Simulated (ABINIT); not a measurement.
# Sr2FeH6 (Fm-3m): changed settings of a GW run in ABINIT

Aim: change inputs of a GW run on Sr2FeH6 (Fm-3m) and see what moves.

Calculated with ABINIT 10.8.3; LDA and many-body steps on it, plane waves.

## 1. Starting point

It takes space group Fm-3m (No. 225, cubic). Conventional cell: a = 7.415 Å, b = 7.415 Å, c = 7.415 Å, α = 90.00°, β = 90.00°, γ = 90.00°. Nearest to Sr lie 12 H at 2.63 Å. Fe has 6 H at 1.61 Å nearest. H has 1 Fe at 1.61 Å and 4 H at 2.28 Å and 4 Sr at 2.63 Å nearest. Farther neighbours are not listed.

The cell and positions are those that the Materials Project relaxed with its own functionals (PBE, PBE+U or r2SCAN), kept fixed.

## 2. Screening, 2×2×2 mesh, 88 bands, screening to 114.3 eV

This step: ABINIT 10.8.3; RPA screening on LDA, plane waves, norm-conserving pseudopotentials.

The RPA dielectric matrix is built and inverted for each q.

Input file run.abi:

```
acell 3*1.0 Angstrom
rprim 
  -0.000000000000 3.707652250000 3.707652250000
  3.707652250000 -0.000000000000 3.707652250000
  3.707652250000 3.707652250000 -0.000000000000
ntypat 3
znucl 38 26 1
natom 9
typat 1 1 2 3 3 3 3 3 3
xred 
  0.750000000000 0.750000000000 0.750000000000
  0.250000000000 0.250000000000 0.250000000000
  0.000000000000 0.000000000000 0.000000000000
  0.782457990000 0.782457990000 0.217542010000
  0.217542010000 0.782457990000 0.217542010000
  0.782457990000 0.217542010000 0.217542010000
  0.217542010000 0.217542010000 0.782457990000
  0.782457990000 0.217542010000 0.782457990000
  0.217542010000 0.782457990000 0.782457990000
pp_dirpath "pseudos"
pseudos "Sr.upf, Fe.upf, H.upf"
ecut 39
ngkpt 2 2 2
nshiftk 1
shiftk 0 0 0
kptopt 1
chksymbreak 0
istwfk *1
occopt 1
irdwfk 1
optdriver 3
nband 88
ecuteps 4.2
inclvkb 2
awtr 1
symchi 1
indata_prefix "in"
outdata_prefix "out"
tmpdata_prefix "tmp"
```

Run with:

```
$ OMP_NUM_THREADS=1 mpirun -n 4 abinit run.abi > log
```

The log of the run:

```text
.Version 10.8.3 of ABINIT. v10.8.2 released Aug 2026.

 Symmetries : space group Fm -3 m (#225); Bravais cF (face-center cubic)
[... echo of the input left out ...]
== DATASET  1 ==================================================================
-   mpi_nproc: 4, omp_nthreads: 1 (-1 if OMP is not activated)

--- !DatasetInfo
iteration_state: {dtset: 1, }
dimensions: {natom: 9, nkpt: 3, mband: 88, nsppol: 1, nspinor: 1, nspden: 1, mpw: 8026, }
cutoff_energies: {ecut:  39.0, pawecutdg:  -1.0, }
electrons: {nelect:   4.20000000E+01, charge:   0.00000000E+00, occopt:   1.00000000E+00, tsmear:   1.00000000E-02, }

 SCREENING: Calculation of the susceptibility and dielectric matrices

 Based on a program developped by R.W. Godby, V. Olevano, G. Onida, and L. Reining.
 Incorporated in ABINIT by V. Olevano, G.-M. Rignanese, and M. Torrent.
.Using double precision arithmetic ; gwpc =  8

[... cell and pseudopotentials left out ...]
--------------------------------------------------------------------------------

 ==== K-mesh for the wavefunctions ====
 Number of points in the irreducible wedge :     3
[... list of points left out ...]
 Together with 48 symmetry operations and time-reversal symmetry
 yields     8 points in the full Brillouin Zone.

 ==== Q-mesh for the screening function ====
 Number of points in the irreducible wedge :     3
[... list of points left out ...]
 Together with 48 symmetry operations and time-reversal symmetry
 yields     8 points in the full Brillouin Zone.

 setmesh: FFT mesh size selected  =    40x   40x   40
          total number of points  =        64000

 vcoul_init : cutoff-mode = AUXILIARY_FUNCTION
 q-points for optical limit:   1
     1)      0.000010    0.000020    0.000030

- screening: taking advantage of time-reversal symmetry
- Maximum band index for partially occupied states nbvw = 21
- Remaining bands to be divided among processors   nbcw = 67
- Number of bands treated by each node ~16

 Number of electrons calculated from density =   42.0000; Expected =   42.0000
 average of density, n =  0.061056
 r_s =    1.5754
 omega_plasma =   23.8352 [eV]

 calculating chi0 at frequencies [eV] :
  1    0.000000E+00    0.000000E+00
  2    0.000000E+00    2.383518E+01

--------------------------------------------------------------------------------
  q-point number  1        q = ( 0.000000, 0.000000, 0.000000) [r.l.u.]
--------------------------------------------------------------------------------
[... chi0 elements left out ...]
 For q-point:  0.000010 0.000020 0.000030
  dielectric constant =   4.6623
  dielectric constant without local fields =   5.5301

  Average fulfillment of the sum rule on Im[epsilon] for q-point    1 :     52.32  [%]
[... wings left out ...]
  q-point number  2        q = ( 0.500000, 0.000000, 0.000000) [r.l.u.]
--------------------------------------------------------------------------------
[... chi0 elements left out ...]
  Average fulfillment of the sum rule on Im[epsilon] for q-point    2 :     59.31  [%]

 [... 1 further q-points ...]
```

Wall time 13 s (4 MPI ranks of Arm Neoverse V1, shared host); peak memory 1.2 GiB; 51 s of CPU time.

This step gave:

- ε∞ with local fields, on this mesh, along the program's q direction: 4.662
- the same without local fields: 5.530
- plasma frequency: 23.84 eV
- plane waves in the screening matrix: 283

Local fields lower ε∞ by 16 %. On a Γ-centred mesh this coarse the value itself is usually too large, while a short band sum pulls it down.

## 3. Base

The self-energy is evaluated for the states that the input lists, and the levels follow from it, in one-shot runs by the linearised quasiparticle equation.

This step: G0W0 on LDA, plane waves, norm-conserving pseudopotentials.

run.abi: that of step 2 with these lines changed.

```diff
@@ -30,8 +30,17 @@
 irdwfk 1
-optdriver 3
+optdriver 4
 nband 88
+gwcalctyp 0
+ecutsigx 39
+symsigma 1
+nkptgw 2
+kptgw 
+  0.0000000000 0.0000000000 0.0000000000
+  0.5000000000 0.5000000000 0.0000000000
+bdgw 
+  19 23
+  20 23
 ecuteps 4.2
-inclvkb 2
-awtr 1
-symchi 1
+irdscr 1
+ppmodel 1
 indata_prefix "in"
```

The log of the run:

```text
.Version 10.8.3 of ABINIT. v10.8.2 released Aug 2026.

 Symmetries : space group Fm -3 m (#225); Bravais cF (face-center cubic)
[... echo of the input left out ...]
== DATASET  1 ==================================================================
-   mpi_nproc: 4, omp_nthreads: 1 (-1 if OMP is not activated)

--- !DatasetInfo
iteration_state: {dtset: 1, }
dimensions: {natom: 9, nkpt: 3, mband: 88, nsppol: 1, nspinor: 1, nspden: 1, mpw: 8026, }
cutoff_energies: {ecut:  39.0, pawecutdg:  -1.0, }
electrons: {nelect:   4.20000000E+01, charge:   0.00000000E+00, occopt:   1.00000000E+00, tsmear:   1.00000000E-02, }

 SIGMA: Calculation of the GW corrections

 Based on a program developped by R.W. Godby, V. Olevano, G. Onida, and L. Reining.
 Incorporated in ABINIT by V. Olevano, G.-M. Rignanese, and M. Torrent.
.Using double precision arithmetic ; gwpc =  8

[... cell and pseudopotentials left out ...]
--------------------------------------------------------------------------------

 ==== K-mesh for the wavefunctions ====
 Number of points in the irreducible wedge :     3
[... list of points left out ...]
 Together with 48 symmetry operations and time-reversal symmetry
 yields     8 points in the full Brillouin Zone.

 ==== Q-mesh for screening function ====
 Number of points in the irreducible wedge :     3
[... list of points left out ...]
 Together with 48 symmetry operations and time-reversal symmetry
 yields     8 points in the full Brillouin Zone.

 vcoul_init : cutoff-mode = AUXILIARY_FUNCTION
 q-points for optical limit:   1
     1)      0.000010    0.000020    0.000030
 setmesh: FFT mesh size selected  =    60x   60x   60
          total number of points  =       216000

 Number of electrons calculated from density =   42.0000; Expected =   42.0000
 average of density, n =  0.061056
 r_s =    1.5754
 omega_plasma =   23.8352 [eV]

 === KS Band Gaps ===
  >>>> For spin  1
   Minimum direct gap =   1.0790 [eV], located at k-point      :   0.5000  0.5000  0.0000
   Fundamental gap    =   1.0135 [eV], Top of valence bands at :   0.0000  0.0000  0.0000
                                       Bottom of conduction at :   0.5000  0.5000  0.0000
 SIGMA fundamental parameters:
 PLASMON POLE MODEL  1
 number of plane-waves for SigmaX                 7943
 number of plane-waves for SigmaC and W            283
 number of plane-waves for wavefunctions          7943
 number of bands                                    88
 number of independent spin polarizations            1
 number of spinorial components                      1
 number of k-points in IBZ                           3
 number of q-points in IBZ                           3
 number of symmetry operations                      48
 number of k-points in BZ                            8
 number of q-points in BZ                            8
 number of frequencies for dSigma/dE                 9
 frequency step for dSigma/dE [eV]                0.25
 number of omega for Sigma on real axis              0
 max omega for Sigma on real axis  [eV]           0.00
 zcut for avoiding poles [eV]                     0.10

 EPSILON^-1 parameters (SCR file):
 dimension of the eps^-1 matrix on file            283
 dimension of the eps^-1 matrix used               283
 number of plane-waves for wavefunctions          7943
 number of bands                                    88
 number of q-points in IBZ                           3
 number of frequencies                               2
 number of real frequencies                          1
 number of imag frequencies                          1

 matrix elements of self-energy operator (all in [eV])

 Perturbative Calculation

--- !SelfEnergy_ee
iteration_state: {dtset: 1, }
kpoint     : [   0.000,    0.000,    0.000, ]
spin       : 1
KS_gap     :    2.293
QP_gap     :    3.500
Delta_QP_KS:    1.206
data: !SigmaeeData |
     Band     E0 <VxcDFT>   SigX SigC(E0)      Z dSigC/dE  Sig(E)    E-E0       E
       19   5.329 -24.608 -29.434   5.757   0.715  -0.399 -23.943   0.665   5.995
       20   5.329 -24.608 -29.434   5.757   0.715  -0.399 -23.943   0.665   5.995
       21   5.329 -24.608 -29.434   5.757   0.715  -0.399 -23.943   0.665   5.995
       22   7.623 -18.554 -12.064  -4.089   0.779  -0.283 -16.683   1.871   9.494
       23   7.623 -18.554 -12.064  -4.089   0.779  -0.283 -16.683   1.871   9.494

--- !SelfEnergy_ee
iteration_state: {dtset: 1, }
kpoint     : [   0.500,    0.500,    0.000, ]
spin       : 1
KS_gap     :    1.079
QP_gap     :    2.112
Delta_QP_KS:    1.033
data: !SigmaeeData |
     Band     E0 <VxcDFT>   SigX SigC(E0)      Z dSigC/dE  Sig(E)    E-E0       E
       20   5.264 -24.302 -29.049   5.692   0.715  -0.400 -23.626   0.676   5.940
       21   5.264 -24.302 -29.049   5.692   0.715  -0.400 -23.626   0.676   5.940
       22   6.343 -19.239 -13.444  -3.586   0.773  -0.293 -17.531   1.708   8.051
       23   7.931 -10.330  -4.881  -3.545   0.834  -0.199  -8.742   1.588   9.519

== END DATASET(S) ==============================================================
================================================================================

 -outvars: echo values of variables after computation  --------
           etotal      0.0000000000E+00
            nband          88
             nkpt           3
          spgroup         225
 [... the other variables as echoed above ...]

 Calculation completed.
```

The job ended after 7 s (4 MPI ranks; peak memory 1 GiB).

Numbers from this step:

```
G0W0 gap on the points computed              : 2.056 eV
starting gap on the mesh                     : 1.014 eV
k of the valence top                         : 0, 0, 0
k of the conduction bottom                   : 0.5, 0.5, 0
Z at the valence top                         : 0.715
Z at the conduction bottom                   : 0.773
least direct G0W0 gap on the computed points : 2.111 eV
```

The gap on the mesh goes from 1.01 eV to 2.06 eV, a correction of +1.04 eV.

## 4. No symmetry in the self-energy

run.abi: that of step 3 with these lines changed.

```diff
@@ -34,3 +34,3 @@
 ecutsigx 39
-symsigma 1
+symsigma 0
 nkptgw 2
```

The log of the run:

```text
.Version 10.8.3 of ABINIT. v10.8.2 released Aug 2026.

 Symmetries : space group Fm -3 m (#225); Bravais cF (face-center cubic)
[... echo of the input left out ...]
== DATASET  1 ==================================================================
-   mpi_nproc: 4, omp_nthreads: 1 (-1 if OMP is not activated)

--- !DatasetInfo
iteration_state: {dtset: 1, }
dimensions: {natom: 9, nkpt: 3, mband: 88, nsppol: 1, nspinor: 1, nspden: 1, mpw: 8026, }
cutoff_energies: {ecut:  39.0, pawecutdg:  -1.0, }
electrons: {nelect:   4.20000000E+01, charge:   0.00000000E+00, occopt:   1.00000000E+00, tsmear:   1.00000000E-02, }

 SIGMA: Calculation of the GW corrections

 Based on a program developped by R.W. Godby, V. Olevano, G. Onida, and L. Reining.
 Incorporated in ABINIT by V. Olevano, G.-M. Rignanese, and M. Torrent.
.Using double precision arithmetic ; gwpc =  8

[... cell and pseudopotentials left out ...]
--------------------------------------------------------------------------------

 ==== K-mesh for the wavefunctions ====
 Number of points in the irreducible wedge :     3
[... list of points left out ...]
 Together with 48 symmetry operations and time-reversal symmetry
 yields     8 points in the full Brillouin Zone.

 ==== Q-mesh for screening function ====
 Number of points in the irreducible wedge :     3
[... list of points left out ...]
 Together with 48 symmetry operations and time-reversal symmetry
 yields     8 points in the full Brillouin Zone.

 vcoul_init : cutoff-mode = AUXILIARY_FUNCTION
 q-points for optical limit:   1
     1)      0.000010    0.000020    0.000030
 setmesh: FFT mesh size selected  =    60x   60x   60
          total number of points  =       216000

 Number of electrons calculated from density =   42.0000; Expected =   42.0000
[...]
number of omega for Sigma on real axis              0
 max omega for Sigma on real axis  [eV]           0.00
 zcut for avoiding poles [eV]                     0.10

 EPSILON^-1 parameters (SCR file):
 dimension of the eps^-1 matrix on file            283
 dimension of the eps^-1 matrix used               283
 number of plane-waves for wavefunctions          7943
 number of bands                                    88
 number of q-points in IBZ                           3
 number of frequencies                               2
 number of real frequencies                          1
 number of imag frequencies                          1

 matrix elements of self-energy operator (all in [eV])

 Perturbative Calculation

--- !SelfEnergy_ee
iteration_state: {dtset: 1, }
kpoint     : [   0.000,    0.000,    0.000, ]
spin       : 1
KS_gap     :    2.293
QP_gap     :    3.501
Delta_QP_KS:    1.208
data: !SigmaeeData |
     Band     E0 <VxcDFT>   SigX SigC(E0)      Z dSigC/dE  Sig(E)    E-E0       E
       19   5.329 -24.608 -29.434   5.757   0.715  -0.399 -23.943   0.665   5.994
       20   5.329 -24.608 -29.434   5.757   0.715  -0.399 -23.943   0.665   5.995
       21   5.329 -24.608 -29.434   5.757   0.715  -0.398 -23.942   0.665   5.995
[...]
--- !SelfEnergy_ee
iteration_state: {dtset: 1, }
kpoint     : [   0.500,    0.500,    0.000, ]
spin       : 1
KS_gap     :    1.079
QP_gap     :    2.112
Delta_QP_KS:    1.033
data: !SigmaeeData |
     Band     E0 <VxcDFT>   SigX SigC(E0)      Z dSigC/dE  Sig(E)    E-E0       E
[...]
22   6.343 -19.239 -13.444  -3.586   0.773  -0.293 -17.531   1.708   8.051
       23   7.931 -10.330  -4.881  -3.545   0.834  -0.199  -8.742   1.588   9.519

== END DATASET(S) ==============================================================
================================================================================

 -outvars: echo values of variables after computation  --------
           etotal      0.0000000000E+00
            nband          88
             nkpt           3
          spgroup         225
 [... the other variables as echoed above ...]

 Calculation completed.
```

Elapsed: 12 s, on 4 MPI ranks; peak memory 1 GiB; 46 s of CPU time.

Numbers from this step:

| Property | Result |
| --- | --- |
| G0W0 gap on the points computed | 2.056 eV |
| starting gap on the mesh | 1.014 eV |
| k of the valence top | 0, 0, 0 |
| k of the conduction bottom | 0.5, 0.5, 0 |
| Z at the valence top | 0.715 |
| Z at the conduction bottom | 0.773 |
| least direct G0W0 gap on the computed points | 2.111 eV |

Against G0W0 in ABINIT (2×2×2 mesh, 88 bands, screening to 114.3 eV, Godby-Needs plasmon pole), the gap moves by +0.000 eV.

(Part 1 of 2 ends here.)

[Paths, hosts, dates, memory and timing lines, banners, echoed tables and standing remarks are left out of the program output.]

[Logs are printed without paths, hosts, clocks, repeated set-up lines and the standing remarks that a program may print on its own settings, such as how far it seeks lower states.]

[Runs of the session that timed out or met a known fault of the program may be left out.]

[Hosts, paths, dates, database ids (printed as entryN), source tags and the programs' standing remarks are cut or masked in the printed files.]

[G0W0 gaps are taken among the corrected bands and points alone; a level outside them can change the order at an edge.]

[Where Ansatz stands beside ABINIT at settings called matched, ABINIT's density can come from a denser mesh and the files from another edition; pairs whose starting gaps differed by over 0.03 eV were left out, so agreement reads better than it is.]
